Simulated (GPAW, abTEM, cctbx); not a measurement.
## TiBi3C: the scripts behind a bonding study

Short scripts, each with its output. The cell comes from substitution in a known structure type and wasn't matched to any measured phase.

**1. Relax the structure**

```text
cell
1.0
     4.798000000    0.000000000    0.000000000
     0.000000000    4.798000000    0.000000000
     0.000000000    0.000000000    4.798000000
Bi Ti C
3 1 1
Direct
0.500000000 0.000000000 0.500000000
0.000000000 0.500000000 0.500000000
0.500000000 0.500000000 0.000000000
0.000000000 0.000000000 0.000000000
0.500000000 0.500000000 0.500000000
```

```python
from ase.constraints import FixSymmetry
from ase.filters import FrechetCellFilter
from ase.io import read, write
from ase.optimize import BFGS
from ase.parallel import parprint
from gpaw import GPAW, PW, FermiDirac

atoms = read("start.vasp")
atoms.set_constraint(FixSymmetry(atoms))
atoms.calc = GPAW(mode=PW(670), xc="PBE", kpts={"size": (4, 4, 4), "gamma": True},
                 occupations=FermiDirac(0.1), maxiter=120, symmetry={"tolerance": 1e-5}, txt="relax.txt")
BFGS(FrechetCellFilter(atoms), maxstep=0.15).run(fmax=0.03, steps=40)
parprint("cell  %.4f %.4f %.4f  %.2f %.2f %.2f" % tuple(atoms.cell.cellpar()))
parprint("volume %.3f A^3, largest force %.3f eV/A, largest stress %.2f GPa" % (atoms.get_volume(), abs(atoms.get_forces()).max(), 160.218 * abs(atoms.get_stress()).max()))
atoms.set_constraint()
write("relaxed.vasp", atoms, direct=True)
```

```console
$ OMP_NUM_THREADS=1 mpirun -n 4 gpaw python run.py > gpaw.log
```

```text
      Step        Energy          fmax
BFGS:    0      -24.642930        0.751508
BFGS:    1      -24.666721        0.673526
BFGS:    2      -24.772415        0.047902
BFGS:    3      -24.773279        0.003258
cell  4.9053 4.9053 4.9053  90.00 90.00 90.00
volume 118.029 A^3, largest force 0.000 eV/A, largest stress 0.02 GPa
```

Time: 39 s on 4 cores of Arm Neoverse V2 (shared host), peak memory 0.92 GiB.

**2. Build the all-electron density and subtract free atoms**

```text
cell
1.0
     4.905276050    0.000000000    0.000000000
     0.000000000    4.905276050    0.000000000
     0.000000000    0.000000000    4.905276050
Bi Ti C
3 1 1
Direct
0.500000000 0.000000000 0.500000000
0.000000000 0.500000000 0.500000000
0.500000000 0.500000000 0.000000000
0.000000000 0.000000000 0.000000000
0.500000000 0.500000000 0.500000000
```

```python
import numpy as np
from ase.io import read
from ase.units import Bohr
from gpaw import GPAW, PW, FermiDirac
from gpaw.calculator import GPAW as OldGPAW
from gpaw.mpi import serial_comm, world
from scipy.special import erfc
from scipy.spatial import cKDTree

atoms = read("cell.vasp")
atoms.calc = GPAW(mode=PW(550), xc="PBE", kpts={"size": (5, 5, 5), "gamma": True},
                 occupations=FermiDirac(0.1), maxiter=120, symmetry={"tolerance": 1e-5}, txt="scf.txt")
atoms.get_potential_energy()
rho = atoms.calc.get_all_electron_density(gridrefinement=2)
moments = atoms.get_magnetic_moments() if atoms.calc.get_number_of_spins() == 2 else np.zeros(len(atoms))
total = atoms.get_magnetic_moment() if moments.any() else 0.0
if world.rank == 0:
    free = OldGPAW(mode=PW(550), xc="PBE", txt=None, communicator=serial_comm)
    neutral = atoms.copy()
    neutral.set_initial_magnetic_moments(None)
    free.initialize(neutral)
    free.set_positions(neutral)
    drho = rho - free.get_all_electron_density(gridrefinement=2)
    # GPAW starts from confined atoms: exchange their smooth part for that of the datasets' free atoms
    h = np.stack(np.meshgrid(*[np.fft.fftfreq(n, 1 / n) for n in drho.shape], indexing="ij"), -1)
    gabs = np.linalg.norm(h @ atoms.cell.reciprocal(), axis=-1)
    tails = np.fft.fftn(free.get_pseudo_density(gridrefinement=2))
    g, form, v0 = np.linspace(0, gabs.max(), 1500), {}, 0
    for e in set(atoms.symbols):
        idx = atoms.symbols.search(e)
        d = free.setups[idx[0]].data
        r, w = d.rgd.r_g * Bohr, d.rgd.r_g**2 * d.rgd.dr_g
        j0 = np.sinc(2 * g[:, None] * r)
        smooth = sum(f * p**2 for f, p in zip(d.f_j, d.phit_jg)) + np.sqrt(4 * np.pi) * d.nct_g
        full = sum(f * p**2 for f, p in zip(d.f_j, d.phi_jg)) + np.sqrt(4 * np.pi) * d.nc_g
        phase = sum(np.exp(-2j * np.pi * h @ s) for s in atoms.get_scaled_positions()[idx])
        tails -= np.interp(gabs, g, j0 @ (smooth * w)) * phase * drho.size / atoms.get_volume()
        form[e] = j0 @ (full * w)
        v0 += 2 * np.pi / 3 * 14.3996 * (full * w * r**2).sum() * len(idx)  # V A^3
    tails *= 0.5 * erfc((gabs - 1.8) / 0.25)  # the tails differ at long wavelengths alone
    drho += np.fft.ifftn(tails).real  # crystal minus superposed spherical free atoms
    np.save("drho.npy", drho)
    dv = atoms.get_volume() / drho.size
    print("grid", drho.shape, " electrons %.3f" % (rho.sum() * dv), " moved by bonding %.3f e" % (abs(drho).sum() * dv / 2))
    pts = np.indices(drho.shape).reshape(3, -1).T / drho.shape @ atoms.cell
    shifts = (np.indices((3, 3, 3)).reshape(3, -1).T - 1) @ atoms.cell
    images = (atoms.positions[None] + shifts[:, None]).reshape(-1, 3)
    dist, idx = cKDTree(images).query(pts, k=4)
    out = drho.ravel()[dist[:, 0] > 0.5]
    print("deformation density beyond 0.5 A of the nuclei: max %.3f, min %.3f e/A^3" % (out.max(), out.min()))
    tie = dist < dist[:, :1] + 1e-4
    q = -np.bincount((idx % len(atoms))[tie], (drho.ravel()[:, None] / tie.sum(1, keepdims=True) * tie)[tie], len(atoms)) * dv
    print("atom        x       y       z   Voronoi charge  moment")
    for a, s, c, m in zip(atoms, atoms.get_scaled_positions(), q, moments):
        print("%-2s%-3d %7.4f %7.4f %7.4f %10.3f %10.2f" % (a.symbol, a.index + 1, *s, c, m))
    np.savez("free.npz", g=g, **form)
    print("mean inner potential of superposed free atoms %.3f V" % (v0 / atoms.get_volume()))
    print("total magnetic moment %.3f muB" % total)
```

```console
$ OMP_NUM_THREADS=1 mpirun -n 4 gpaw python run.py > gpaw.log
```

```text
grid (54, 54, 54)  electrons 277.000  moved by bonding 0.862 e
deformation density beyond 0.5 A of the nuclei: max 0.182, min -0.240 e/A^3
atom        x       y       z   Voronoi charge  moment
Bi1    0.5000  0.0000  0.5000      0.143       0.00
Bi2    0.0000  0.5000  0.5000      0.143       0.00
Bi3    0.5000  0.5000  0.0000      0.143       0.00
Ti4    0.0000  0.0000  0.0000     -0.015       0.00
C 5    0.5000  0.5000  0.5000     -0.414       0.00
mean inner potential of superposed free atoms 20.732 V
total magnetic moment 0.000 muB
```

Time: 13 s.

**3. Fourier-transform the difference**

```python
from cctbx import adptbx, crystal, miller, xray
from cctbx.eltbx import tiny_pse
import numpy as np

cs = crystal.symmetry(unit_cell=(4.9053, 4.9053, 4.9053, 90, 90, 90), space_group_symbol='Hall: -P 4 2 3')  # Pm-3m
atoms = [  # label, site, U (iso, or U11 U22 U33 U12 U13 U23 in A^2), occupancy
    ("Bi1", (0.5, 0, 0.5), 0.0000, 1),
    ("Ti1", (0, 0, 0), 0.0000, 1),
    ("C1", (0.5, 0.5, 0.5), 0.0000, 1),
]
xs = xray.structure(crystal_symmetry=cs)
for label, site, u, occ in atoms:
    u = adptbx.u_cif_as_u_star(cs.unit_cell(), u) if isinstance(u, tuple) else u
    xs.add_scatterer(xray.scatterer(label, site=site, u=u, occupancy=occ))
xs.scattering_type_registry(table="wk1995")
drho = np.load("drho.npy")
T = np.array([[1, 0, 0], [0, 1, 0], [0, 0, 1]])  # conventional axes in terms of the primitive ones
dF = np.fft.ifftn(drho) * 118.02944  # electrons a conventional cell, indexed by primitive hkl
ms = miller.build_set(cs, anomalous_flag=False, d_min=0.9).sort("resolution")
iam = ms.structure_factors_from_scatterers(xs, algorithm="direct").f_calc()
p1 = xs.expand_to_p1()
z = np.array([tiny_pse.table(sc.scattering_type).atomic_number() for sc in p1.scatterers()])
x = np.array(p1.sites_frac())
free = np.load("free.npz")
print("static structure factors of the conventional cell: F in electrons, V (Mott-Bethe) in volts")
print("   h  k  l      d  |F| table  |F| free   |F| DFT   change   |V| free  |V| DFT  change %")
for h, d, table in list(zip(ms.indices(), ms.d_spacings().data(), iam.data()))[:16]:
    df = dF[tuple(np.rint(np.linalg.solve(T, h)).astype(int))]
    phase = np.exp(2j * np.pi * x @ h)
    f = sum(np.interp(1 / d, free["g"], free[sc.scattering_type]) * p for sc, p in zip(p1.scatterers(), phase))
    fz = (z * phase).sum()
    c = 14.3996 * d * d / (np.pi * cs.unit_cell().volume())
    v0, v1 = abs(fz - f) * c, abs(fz - f - df) * c
    print("%4d%3d%3d %7.4f %9.3f %9.3f %9.3f %8.3f %9.3f %8.3f %8s" % (h + (d, abs(table), abs(f), abs(f + df), abs(f + df) - abs(f), v0, v1, "%.1f" % (100 * (v1 / v0 - 1)) if v0 > 0.02 else "-")))
```

```console
$ python run.py
```

```text
static structure factors of the conventional cell: F in electrons, V (Mott-Bethe) in volts
   h  k  l      d  |F| table  |F| free   |F| DFT   change   |V| free  |V| DFT  change %
   0  1  0  4.9053    64.033    63.929    64.091    0.162     2.870    2.718     -5.3
   0  1  1  3.4686    52.615    52.597    52.306   -0.290     1.123    1.259     12.1
   1  1  1  2.8321   229.307   229.162   228.760   -0.401    11.163   11.288      1.1
   0  2  0  2.4527   229.103   228.972   229.080    0.108    11.220   11.194     -0.2
   0  2  1  2.1937    55.936    55.972    56.168    0.196     2.061    2.024     -1.8
   1  2  1  2.0026    48.699    48.716    48.597   -0.119     0.979    0.997      1.9
   0  2  2  1.7343   205.954   205.916   205.998    0.083     8.303    8.293     -0.1
   1  2  2  1.6351    51.405    51.419    51.312   -0.106     1.618    1.629      0.7
   0  3  0  1.6351    51.405    51.419    51.461    0.042     1.618    1.613     -0.3
   0  3  1  1.5512    45.844    45.834    45.902    0.068     0.856    0.850     -0.7
   1  3  1  1.4790   189.090   189.050   189.144    0.094     6.452    6.444     -0.1
   2  2  2  1.4160   190.020   189.993   190.067    0.074     6.775    6.769     -0.1
   0  3  2  1.3605    48.222    48.207    48.210    0.003     1.351    1.351     -0.0
   1  3  2  1.3110    43.503    43.464    43.511    0.046     0.770    0.767     -0.4
   0  4  0  1.2263   177.849   177.806   177.779   -0.027     5.793    5.795      0.0
   2  3  2  1.1897    45.716    45.679    45.632   -0.047     1.172    1.175      0.2
```

Time: 0.24 s on 1 core of Arm Neoverse V2 (shared host), peak memory 0.08 GiB.

**4. Scan a probe**

```python
import abtem
import numpy as np
from ase.build import make_supercell
from ase.io import read

abtem.config.set({"dask.lazy": False, "fft": "fftw", "diagnostics.progress_bar": False})
M = [[0, 0, -1], [-1, 1, 0], [1, 1, 0]]  # rows: x, y and beam direction in the primitive cell's axes
unit = make_supercell(read("cell.vasp"), M)
unit.set_cell(list(unit.cell.lengths()) + [90, 90, 90], scale_atoms=True)
unit.positions[:, 2] += 0.4336  # keeps atomic planes off the slice boundaries
unit.wrap()
slab = unit * (3, 2, 4)
print(slab.get_chemical_formula(), "| box %.2f x %.2f x %.2f A" % tuple(slab.cell.lengths()))

# change of the potential by bonding, from the DFT deformation density (Poisson's equation term by term)
drho = np.load("drho.npy")
prim = read("cell.vasp")
h = np.stack(np.meshgrid(*[np.fft.fftfreq(n, 1 / n) for n in drho.shape], indexing="ij"), -1).reshape(-1, 3).astype(int)
g2 = ((h @ prim.cell.reciprocal()) ** 2).sum(1)
keep = (g2 > 0) & (g2 < 2.5**2)
shape = (36, 50, 40)
vg = np.zeros(shape, complex)
hm = h[keep] @ np.array(M).T
move = np.exp(-2j * np.pi * hm[:, 2] * (0.4336 / unit.cell[2, 2] - 0.5 / shape[2]))  # the same shift, sampled at mid-points
vg[tuple(hm.T % np.array(shape)[:, None])] = -14.3996 / np.pi * (np.fft.fftn(drho).ravel() / drho.size)[keep] / g2[keep] * move
dV = np.fft.ifftn(vg).real * vg.size
dV = dV.reshape(36, 50, 8, 5).mean(3) * unit.cell[2, 2] / 8  # V A, projected in each slice
dV = np.tile(dV.transpose(2, 0, 1), (4, 3, 2))


def build(atoms):
    p = abtem.Potential(atoms, gpts=(108, 100), slice_thickness=[slab.cell[2, 2] / 32] * 32,
                        parametrization="lobato", projection="infinite", exit_planes=16).build()
    p.array[:] += BONDING * dV
    return p


def potentials():
    yield build(slab)  # atoms at rest


for label, BONDING in (("IAM", 0.0), ("DFT", 1.0)):
    print("=====", label)
    potential = build(slab)
    print("grid", potential.gpts, "slices", potential.num_slices)
    thickness = potential.exit_thicknesses
    probe = abtem.Probe(energy=100000, semiangle_cutoff=18)
    probe.grid.match(potential)
    print("wavelength %.5f A, largest angle on the grid %.0f mrad" % (probe.wavelength, min(probe.cutoff_angles)))
    detectors = {"ABF": (9, 18), "BF": (0, 9), "LAADF": (22, 58)}  # mrad
    columns = [  # name, x, y (A)
        ("Bi2", 2.453, 5.203),
        ("BiTi", 0.000, 3.469),
        ("C", 2.453, 3.469),
        ("void", 0.613, 1.734),
    ]
    scan = abtem.GridScan(start=(0.0000, 0.0000), end=(4.9053, 6.9371), gpts=(10, 14), endpoint=False)
    dets = [abtem.AnnularDetector(*v) for v in detectors.values()] + [abtem.PixelatedDetector(max_angle=27)]
    runs = [probe.scan(p, scan=scan, detectors=dets, max_batch=32) for p in potentials()]
    out = [sum(x[1:], x[0]) / len(x) for x in zip(*runs)]
    images = dict(zip(detectors, out))
    images["iCOM"] = out[-1].center_of_mass().integrate_gradient()
    np.save(label + "_pacbed.npy", out[-1].array.mean(axis=(1, 2)))
    print("PACBED pixel %.3f x %.3f mrad" % out[-1].angular_sampling)
    for name, im in images.items():
        im = im.interpolate(sampling=0.1, boundary="periodic").gaussian_filter(0.25)
        np.save(label + "_" + name + ".npy", im.array)
        print(name, "signal at the columns" + (", fraction of the beam" if name in detectors else ""))
        print("  t (A)     mean" + "".join("%10s" % c[0][:9] for c in columns))
        for t, a in list(zip(thickness, im.array))[1:]:
            at = [a[round((x - 0.0000) / im.sampling[0]) % a.shape[0], round((y - 0.0000) / im.sampling[1]) % a.shape[1]] for _, x, y in columns]
            print("%7.1f %8.5f" % (t, a.mean()) + "".join("%10.5f" % v for v in at))
```

```console
$ python run.py
```

```text
C48Bi144Ti48 | box 14.72 x 13.87 x 27.75 A
===== IAM
grid (108, 100) slices 32
wavelength 0.03701 A, largest angle on the grid 88 mrad
PACBED pixel 2.515 x 2.668 mrad
ABF signal at the columns, fraction of the beam
  t (A)     mean       Bi2      BiTi         C      void
   13.9  0.64159   0.31651   0.39303   0.68720   0.68610
   27.7  0.60152   0.46517   0.25864   0.67561   0.67268
BF signal at the columns, fraction of the beam
  t (A)     mean       Bi2      BiTi         C      void
   13.9  0.22333   0.09897   0.13824   0.26799   0.27251
   27.7  0.21435   0.17401   0.05777   0.25469   0.26753
LAADF signal at the columns, fraction of the beam
  t (A)     mean       Bi2      BiTi         C      void
   13.9  0.07923   0.36934   0.29740   0.02315   0.01891
   27.7  0.08964   0.09660   0.30302   0.03885   0.02707
iCOM signal at the columns
  t (A)     mean       Bi2      BiTi         C      void
   13.9  0.02649   0.06966   0.07408   0.02083   0.00887
   27.7  0.02649   0.05762   0.07025   0.02802   0.00157
===== DFT
grid (108, 100) slices 32
wavelength 0.03701 A, largest angle on the grid 88 mrad
PACBED pixel 2.515 x 2.668 mrad
ABF signal at the columns, fraction of the beam
  t (A)     mean       Bi2      BiTi         C      void
   13.9  0.64140   0.31609   0.39265   0.68740   0.68602
   27.7  0.60109   0.46453   0.25854   0.67691   0.67256
BF signal at the columns, fraction of the beam
  t (A)     mean       Bi2      BiTi         C      void
   13.9  0.22329   0.09903   0.13838   0.26786   0.27251
   27.7  0.21423   0.17478   0.05798   0.25374   0.26745
LAADF signal at the columns, fraction of the beam
  t (A)     mean       Bi2      BiTi         C      void
   13.9  0.07939   0.36960   0.29749   0.02309   0.01898
   27.7  0.09007   0.09667   0.30312   0.03860   0.02729
iCOM signal at the columns
  t (A)     mean       Bi2      BiTi         C      void
   13.9  0.02603   0.06951   0.07415   0.01904   0.00866
   27.7  0.02603   0.05760   0.07083   0.02503   0.00158
```

Time: 5.1 s.

[Outputs are excerpts: Python notices, other lines and further rows are left out; steps that failed or that the build refused (PBEsol, TPSS) are not shown.]

[Logs are printed without paths, hosts, clocks, repeated set-up lines and the standing remarks that a program may print on its own settings, such as how far it seeks lower states.]
